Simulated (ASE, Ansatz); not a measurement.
# Twisted 1T-PtSe2 bilayer, 87.80° (78 atoms): support functions against a reference, part 2 of 3

Wanted: errors and times of a linear-scaling basis for twisted 1T-PtSe2 bilayer, 87.80° (78 atoms). A setting counts as converged where the r.m.s. difference of forces stays under 1 % of the r.m.s. force.

Ansatz 0.2.0; Kohn-Sham DFT, PBE+D4, PAW (set soft_2, large core), plane waves.

The cell: 26 Pt and 52 Se. Beside vacuum, support functions can miss their usual error bounds without a warning. Sampling is at Γ alone, for a cell whose shortest periodic width is 12 Å. The levels lack spin–orbit coupling.

So far. Step 3 (Support functions low): Forces differ from the reference by 1.5 meV/Å r.m.s., 0.85 % of their size, within a tolerance of 1 %; the energy by -1.5 meV/atom. It took roughly 2.5 times the reference's time (one timing each, with unlike analyses asked), in 16 cycles against 14. Step 4 (Support functions medium): Forces differ from the reference by 1.4 meV/Å r.m.s., 0.78 % of their size, within a tolerance of 1 %; the energy by -1.5 meV/atom.

## 5. Support functions medium, spacing 0.411 Å

Level of this step: Kohn-Sham DFT, PBE+D4, PAW (set soft_2, large core), localised support functions (medium) (Ansatz).

The grid spacing sets how fine a wave the support functions can hold.

The input, input.yaml:

```yaml
crystal:
  lattice:
    - [13.4487, 0.0, 0.0]
    - [-6.72435, 11.64692, 0.0]
    - [0.0, 0.0, 22.44]
  atoms:
    [... the 78 atom lines of step 2 ...]
kpoints:
  mp_grid: { grid: [1, 1, 1] }
hamiltonian:
  xc: pbe
  dispersion: d4
  pseudopotentials: { kind: paw, core: large }
scf:
  occupations: { method: fermi_dirac, width: 0.025 }
  eigensolver: { kind: { support_functions: { accuracy: medium, spacing: 0.411 } } }
  mixing: { beta: 0.2 }
  max_iter: 150
output:
  forces: true
  eigenvalues: true
```

Launch:

```bash
ansatz run input.yaml --threads 8 --pin off --max-ram 15872MiB --backend cpu --events-out ev --progress --plain --runs-dir out
```

What it wrote:

```text
[...]
Crystal: 78 atoms, lattice volume = 3514.910 Å³
Basis set: ecut = 420 eV, 68787 PW (Γ), exchange–correlation on 180×180×300 points (8 copies of the dense FFT grid, shifted against one another)
Bands: 468, of which v1, the nominal top of the filled ones, is band 390 counted from 1 (389 counted from 0)
Symmetry: 1 space group operations
k-points: 1
[...]
SCF iter   1: F=—  HF=-459675.855390 eV  |F-HF|=—  |Δ(HF+E_count)|=         —  Δρ=5.76e-2  dr2=1.32e2  ethr=1.00e-1
[...]
SCF iter  18: F=-459726.836196 eV  HF=-459726.836195 eV  |F-HF|=1.33e-6  |Δ(HF+E_count)|=   1.96e-6  Δρ=7.57e-6  dr2=1.55e-6  ethr=6.08e-10
SCF 1 converged in 18 iterations: F = -459726.912624 eV  dr2 = 1.55e-6
[...]
SCF converged after 18 iterations
[...]
Free energy (F): -459726.912624 eV
[...]
Internal energy: -459726.912624 eV  (E = F + TS)
E sigma→0 (E₀):  -459726.912624 eV
Fermi energy:    2.275363 eV
[...]
--- Forces (eV/Å), atoms counted from 1 ---
  atom   1  Pt     0.28376130    -0.24483984    -0.16439782
  atom   2  Se     0.07013628     0.19483394     0.25355218
  atom   3  Se    -0.16719620    -0.01480805    -0.25559961
  atom   4  Pt    -0.00028817    -0.03485630    -0.00799355
  atom   5  Se     0.02999868    -0.00902504     0.34750461
  atom   6  Se    -0.01772104     0.01173742    -0.12343067
  atom   7  Pt     0.20425477     0.33325153     0.05715437
  atom   8  Se    -0.07451739     0.00266253     0.24750461
  atom   9  Se    -0.00459012     0.06897351     0.08220593
  atom  10  Pt     0.16254447    -0.13251526     0.15722240
  atom  11  Se    -0.14257506    -0.05071096     0.48560493
  atom  12  Se     0.23965354    -0.00584668     0.10389001
  atom  13  Pt     0.04920132     0.27425899     0.02481351
  atom  14  Se    -0.17024650     0.13699342     0.42219930
[...]
atom  77  Se     0.08747956     0.03565110    -0.18994991
  atom  78  Se    -0.19852807    -0.08191419    -0.30805414
  max |Σ_I F_I| component: 1.83e-1 eV/Å
--- Band table (eV) ---
[...]
```

The job ended after 49 s (8 threads of Arm Neoverse V2, shared host; peak memory 3 GiB).

The program notes that the forces don't sum to zero within tolerance and the grid leaves an egg-box force.

Forces differ from the reference by 137 meV/Å r.m.s., 76 % of their size, far over a tolerance of 1 %; the energy by -18 meV/atom and the gap by +0.022 eV. The setting is coarser than the default on purpose.

## 6. Support functions medium, spacing 0.343 Å

The grid spacing sets how fine a wave the support functions can hold.

input.yaml, the sections that differ from step 5:

```yaml
scf:
  occupations: { method: fermi_dirac, width: 0.025 }
  eigensolver: { kind: { support_functions: { accuracy: medium, spacing: 0.343 } } }
  mixing: { beta: 0.2 }
  max_iter: 150
# crystal, kpoints, hamiltonian, output: as in step 5
```

What it wrote:

```text
[...]
Crystal: 78 atoms, lattice volume = 3514.910 Å³
Basis set: ecut = 420 eV, 68787 PW (Γ), exchange–correlation on 180×180×300 points (8 copies of the dense FFT grid, shifted against one another)
Bands: 468, of which v1, the nominal top of the filled ones, is band 390 counted from 1 (389 counted from 0)
Symmetry: 1 space group operations
k-points: 1
[...]
SCF iter   1: F=—  HF=-459685.006410 eV  |F-HF|=—  |Δ(HF+E_count)|=         —  Δρ=5.75e-2  dr2=1.28e2  ethr=1.00e-1
[...]
SCF iter  18: F=-459725.760385 eV  HF=-459725.760383 eV  |F-HF|=1.32e-6  |Δ(HF+E_count)|=   1.43e-6  Δρ=5.39e-6  dr2=1.07e-6  ethr=3.81e-10
SCF 1 converged in 18 iterations: F = -459725.837296 eV  dr2 = 1.07e-6
[...]
SCF converged after 18 iterations
[...]
Free energy (F): -459725.837296 eV
[...]
Internal energy: -459725.837296 eV  (E = F + TS)
E sigma→0 (E₀):  -459725.837296 eV
Fermi energy:    2.261134 eV
[...]
--- Forces (eV/Å), atoms counted from 1 ---
  atom   1  Pt     0.30483260    -0.26967063     0.17290310
  atom   2  Se     0.09638288     0.18251452     0.05626645
  atom   3  Se    -0.20187422    -0.02380284    -0.44172128
  atom   4  Pt     0.09826377    -0.05711257     0.26548248
  atom   5  Se     0.01911321     0.03737558     0.17753305
  atom   6  Se     0.08259295    -0.00487928    -0.31148364
  atom   7  Pt     0.17419352     0.32741142     0.27934698
  atom   8  Se    -0.05010081     0.00175061     0.08183301
  atom   9  Se     0.01120890     0.05768830    -0.12209385
  atom  10  Pt     0.10429770    -0.19300932     0.39888125
  atom  11  Se    -0.10073496    -0.13422450     0.31608491
  atom  12  Se     0.15504164     0.01708605    -0.09625466
  atom  13  Pt     0.08614639     0.18985088     0.30622174
  atom  14  Se    -0.21050282     0.07017544     0.21683194
[...]
atom  77  Se    -0.00293436     0.01599757     0.00104450
  atom  78  Se    -0.19565485    -0.10398406    -0.12697426
  max |Σ_I F_I| component: 8.69e-3 eV/Å
--- Band table (eV) ---
[...]
```

It took 73 s on 8 threads; peak memory 3.8 GiB; 9.5 min of CPU time.

Forces differ from the reference by 11 meV/Å r.m.s., 6.1 % of their size, far over a tolerance of 1 %; the energy by -4.5 meV/atom. It took roughly 1.8 times the reference's time (one timing each, with unlike analyses asked), in 18 cycles against 14. The setting is coarser than the default on purpose.

## 7. Support functions medium, spacing 0.297 Å

The grid spacing sets how fine a wave the support functions can hold.

input.yaml, the sections that differ from step 6:

```yaml
scf:
  occupations: { method: fermi_dirac, width: 0.025 }
  eigensolver: { kind: { support_functions: { accuracy: medium, spacing: 0.297 } } }
  mixing: { beta: 0.2 }
  max_iter: 150
# crystal, kpoints, hamiltonian, output: as in step 6
```

What it wrote:

```text
[...]
Crystal: 78 atoms, lattice volume = 3514.910 Å³
Basis set: ecut = 420 eV, 68787 PW (Γ), exchange–correlation on 180×180×300 points (8 copies of the dense FFT grid, shifted against one another)
Bands: 468, of which v1, the nominal top of the filled ones, is band 390 counted from 1 (389 counted from 0)
Symmetry: 1 space group operations
k-points: 1
[...]
SCF iter   1: F=—  HF=-459685.757917 eV  |F-HF|=—  |Δ(HF+E_count)|=         —  Δρ=5.76e-2  dr2=1.28e2  ethr=1.00e-1
[...]
SCF iter  18: F=-459725.494450 eV  HF=-459725.494449 eV  |F-HF|=1.23e-6  |Δ(HF+E_count)|=   6.77e-7  Δρ=8.51e-6  dr2=1.29e-6  ethr=3.42e-10
SCF 1 converged in 18 iterations: F = -459725.568917 eV  dr2 = 1.29e-6
[...]
SCF converged after 18 iterations
[...]
Free energy (F): -459725.568917 eV
[...]
Internal energy: -459725.568917 eV  (E = F + TS)
E sigma→0 (E₀):  -459725.568917 eV
Fermi energy:    2.261114 eV
[...]
--- Forces (eV/Å), atoms counted from 1 ---
  atom   1  Pt     0.30481418    -0.26752727     0.17443506
  atom   2  Se     0.09517602     0.18190630     0.08119132
  atom   3  Se    -0.20201893    -0.02351078    -0.44277245
  atom   4  Pt     0.09795574    -0.05497966     0.26700443
  atom   5  Se     0.02038680     0.03735658     0.20388630
  atom   6  Se     0.08101348    -0.00510505    -0.31356804
  atom   7  Pt     0.17462644     0.32826299     0.28004829
  atom   8  Se    -0.05084968     0.00106770     0.10597227
  atom   9  Se     0.01169425     0.05722958    -0.12872441
  atom  10  Pt     0.10298843    -0.19353839     0.40094169
  atom  11  Se    -0.10068890    -0.13415012     0.33958521
  atom  12  Se     0.15652768     0.01836578    -0.10432370
  atom  13  Pt     0.08503305     0.19155568     0.30763113
  atom  14  Se    -0.21137800     0.07075036     0.24101383
[...]
atom  77  Se    -0.00205160     0.01536798     0.01117350
  atom  78  Se    -0.19471778    -0.10335477    -0.15131739
  max |Σ_I F_I| component: 1.06e-2 eV/Å
--- Band table (eV) ---
[...]
```

Elapsed: 73 s, on 8 threads; peak memory 4.1 GiB; 9.5 min of CPU time.

Forces differ from the reference by 2.7 meV/Å r.m.s., 1.5 % of their size, over a tolerance of 1 %; the energy by -1.0 meV/atom. It took roughly 1.8 times the reference's time (one timing each, with unlike analyses asked), in 18 cycles against 14. The setting is coarser than the default on purpose.

## 8. Support functions medium, spacing 0.263 Å

The grid spacing sets how fine a wave the support functions can hold.

input.yaml, the sections that differ from step 7:

```yaml
scf:
  occupations: { method: fermi_dirac, width: 0.025 }
  eigensolver: { kind: { support_functions: { accuracy: medium, spacing: 0.263 } } }
  mixing: { beta: 0.2 }
  max_iter: 150
# crystal, kpoints, hamiltonian, output: as in step 7
```

What it wrote:

```text
[...]
Crystal: 78 atoms, lattice volume = 3514.910 Å³
Basis set: ecut = 420 eV, 68787 PW (Γ), exchange–correlation on 180×180×300 points (8 copies of the dense FFT grid, shifted against one another)
Bands: 468, of which v1, the nominal top of the filled ones, is band 390 counted from 1 (389 counted from 0)
Symmetry: 1 space group operations
k-points: 1
[...]
SCF iter   1: F=—  HF=-459686.468727 eV  |F-HF|=—  |Δ(HF+E_count)|=         —  Δρ=5.77e-2  dr2=1.29e2  ethr=1.00e-1
[...]
SCF iter  17: F=—  HF=-459725.594983 eV  |F-HF|=—  |Δ(HF+E_count)|=   3.29e-3  Δρ=1.04e-5  dr2=4.27e-6  ethr=1.32e-9  κ⁻¹=6.2e-5(r=7)
SCF iter  18: F=-459725.594985 eV  HF=-459725.594985 eV  |F-HF|=5.11e-7  |Δ(HF+E_count)|=   1.51e-6  Δρ=6.33e-6  dr2=1.11e-6  ethr=5.48e-10
SCF 1 converged in 18 iterations: F = -459725.660826 eV  dr2 = 1.11e-6
[...]
SCF converged after 18 iterations
[...]
Free energy (F): -459725.660826 eV
[...]
Internal energy: -459725.660826 eV  (E = F + TS)
E sigma→0 (E₀):  -459725.660826 eV
Fermi energy:    2.260373 eV
[...]
Σ components = -459725.660826   (vs F -459725.660826, Δ=0.00e0)
--- Forces (eV/Å), atoms counted from 1 ---
  atom   1  Pt     0.30399602    -0.26761237     0.17383587
  atom   2  Se     0.09584543     0.18177373     0.08309548
  atom   3  Se    -0.20261320    -0.02183072    -0.44443607
  atom   4  Pt     0.09732673    -0.05558866     0.26714137
[...]
atom  78  Se    -0.19329215    -0.10388689    -0.15239819
  max |Σ_I F_I| component: 1.22e-2 eV/Å
--- Band table (eV) ---
[...]
```

Elapsed: 86 s, on 8 threads; peak memory 4.6 GiB.

Keys that differ from the reference: support_functions.accuracy = "medium", support_functions.spacing = 0.263, scf.max_iter = 150 and scf.mixing.beta = 0.2.

Forces differ from the reference by 2.1 meV/Å r.m.s., 1.2 % of their size, over a tolerance of 1 %; the energy by -2.2 meV/atom. It took roughly 2.1 times the reference's time (one timing each, with unlike analyses asked), in 18 cycles against 14.

## 9. Another setting: accuracy = "medium" and crystal.symmetry.detect = false

Changed here: accuracy = "medium" and crystal.symmetry.detect = false.

This step: Kohn-Sham DFT, PBE+D4, PAW (set soft_2, large core), plane waves (Ansatz 0.2.0).

The input, input.yaml:

```yaml
crystal:
  lattice:
    - [13.4487, 0.0, 0.0]
    - [-6.72435, 11.64692, 0.0]
    - [0.0, 0.0, 22.44]
  atoms:
    [... the 78 atom lines of step 2 ...]
  symmetry: { detect: false }
kpoints:
  mp_grid: { grid: [1, 1, 1] }
hamiltonian:
  xc: pbe
  dispersion: d4
  pseudopotentials: { kind: paw, core: large }
scf:
  occupations: { method: fermi_dirac, width: 0.025 }
output:
  forces: true
  populations: intrinsic
  dos:
    method: { smearing: { sigma: 0.1 } }
    de: 0.1
    projected:
      site_lists:
        Pt: [Pt]
        Se: [Se]
        layer_1: [0, 1, 2, 3, 4, 5, 6, 7, 8, 9, 10, 11, 12, 13, 14, 15, 16, 17, 18, 19, 20, 21, 22, 23, 24, 25, 26, 27, 28, 29, 30, 31, 32, 33, 34, 35, 36, 37, 38]
        layer_2: [39, 40, 41, 42, 43, 44, 45, 46, 47, 48, 49, 50, 51, 52, 53, 54, 55, 56, 57, 58, 59, 60, 61, 62, 63, 64, 65, 66, 67, 68, 69, 70, 71, 72, 73, 74, 75, 76, 77]
  eigenvalues: true
accuracy: medium
```

What it wrote:

```text
[...]
Crystal: 78 atoms, lattice volume = 3514.910 Å³
Basis set: ecut = 420 eV, 68787 PW (Γ), exchange–correlation on 180×180×300 points (8 copies of the dense FFT grid, shifted against one another)
Bands: 468, of which v1, the nominal top of the filled ones, is band 390 counted from 1 (389 counted from 0)
Symmetry: 1 space group operations
k-points: 1
[...]
SCF iter   1: F=—  HF=-459746.451433 eV  |F-HF|=—  |Δ(HF+E_count)|=         —  Δρ=5.73e-2  dr2=1.20e2  ethr=3.10e-3  ⟨swp⟩=9.0  Hψ=2477  notcnv=0  defer=12
[...]
SCF iter  13: F=—  HF=-459725.487985 eV  |F-HF|=—  |Δ(HF+E_count)|=   3.06e-7  Δρ=1.54e-6  dr2=1.84e-7  ethr=1.72e-10  ⟨swp⟩=2.0  Hψ=647  notcnv=0  defer=53
SCF iter  14: F=-459725.487985 eV  HF=-459725.487985 eV  |F-HF|=2.62e-9  |Δ(HF+E_count)|=   8.74e-8  Δρ=7.73e-7  dr2=5.32e-8  ethr=1.28e-11  ⟨swp⟩=19.0  Hψ=2487  notcnv=0
SCF 1 converged in 14 iterations: F = -459725.487985 eV  dr2 = 5.32e-8
[...]
SCF converged after 14 iterations
Free energy (F): -459725.487985 eV
[...]
Internal energy: -459725.487985 eV  (E = F + TS)
E sigma→0 (E₀):  -459725.487985 eV
Fermi energy:    2.260282 eV
[...]
Σ components = -459725.487985   (vs F -459725.487985, Δ=0.00e0)
--- Forces (eV/Å), atoms counted from 1 ---
  atom   1  Pt     0.30393460    -0.26795127     0.17284436
  atom   2  Se     0.09567521     0.18122910     0.08733886
  atom   3  Se    -0.20276889    -0.02192896    -0.44795675
  atom   4  Pt     0.09844198    -0.05580269     0.26525313
[...]
atom  78  Se    -0.19242740    -0.10394447    -0.15781767
  max |Σ_I F_I| component: 4.84e-5 eV/Å
--- Band table (eV) ---
[...]
--- intrinsic populations: 78 sites ---
  site symbol       q [e]
     0     Pt     17.4337
     1     Se      6.2788
     2     Se      6.2741
[...]
77     Se      6.2724
  spilling = 0.000000 (of n_electrons = 780.000000)
```

Elapsed: 39 s, on 8 threads; peak memory 4.4 GiB.

Forces differ from the reference by 0.001 meV/Å r.m.s., 5.0e-4 % of their size.

## 10. Cost against change

Differences are against the plane-wave reference (Kohn-Sham DFT, PBE+D4, PAW (set soft_2, large core), plane waves), whose r.m.s. force component is 0.179 eV/Å. Energies are set beside the reference only for runs with its functional, potentials and electron count. Times are for 8 threads of Arm Neoverse V2, shared host. The reference's time includes the DOS and grids, which some other runs skip.

```
                                                    run  Δ force, r.m.s. (meV/Å)  share of r.m.s. force (%)  Δ energy (meV/atom)  Δ gap (eV)  cycles     time  host memory (GiB)
                                              reference                        -                          -                    -           -      14     41 s                4.4
                                  support functions low                     1.52                      0.849                -1.51      3.0e-4      16  1.7 min                5.3
                               support functions medium                     1.39                      0.777                -1.52      3.0e-4      19    2 min                5.4
              support functions medium, spacing 0.411 Å                      137                       76.2                -18.3      0.0225      18     49 s                3.0
              support functions medium, spacing 0.343 Å                     10.8                       6.05                -4.48      0.0017      18     73 s                3.8
              support functions medium, spacing 0.297 Å                     2.70                       1.50                -1.04      0.0011      18     73 s                4.1
              support functions medium, spacing 0.263 Å                     2.08                       1.16                -2.22      3.0e-4      18     86 s                4.6
accuracy = "medium" and crystal.symmetry.detect = false                    0.001                     5.0e-4                    -           0      14     39 s                4.4
```

(Continued in part 3 of 3.)

[Long decimals in the printed logs are rounded to 6 places.]

[Logs are printed without paths, hosts, clocks, repeated set-up lines and the standing remarks that a program may print on its own settings, such as how far it seeks lower states.]

[Hosts, paths, dates, database ids (printed as entryN), source tags and the programs' standing remarks are cut or masked in the printed files.]
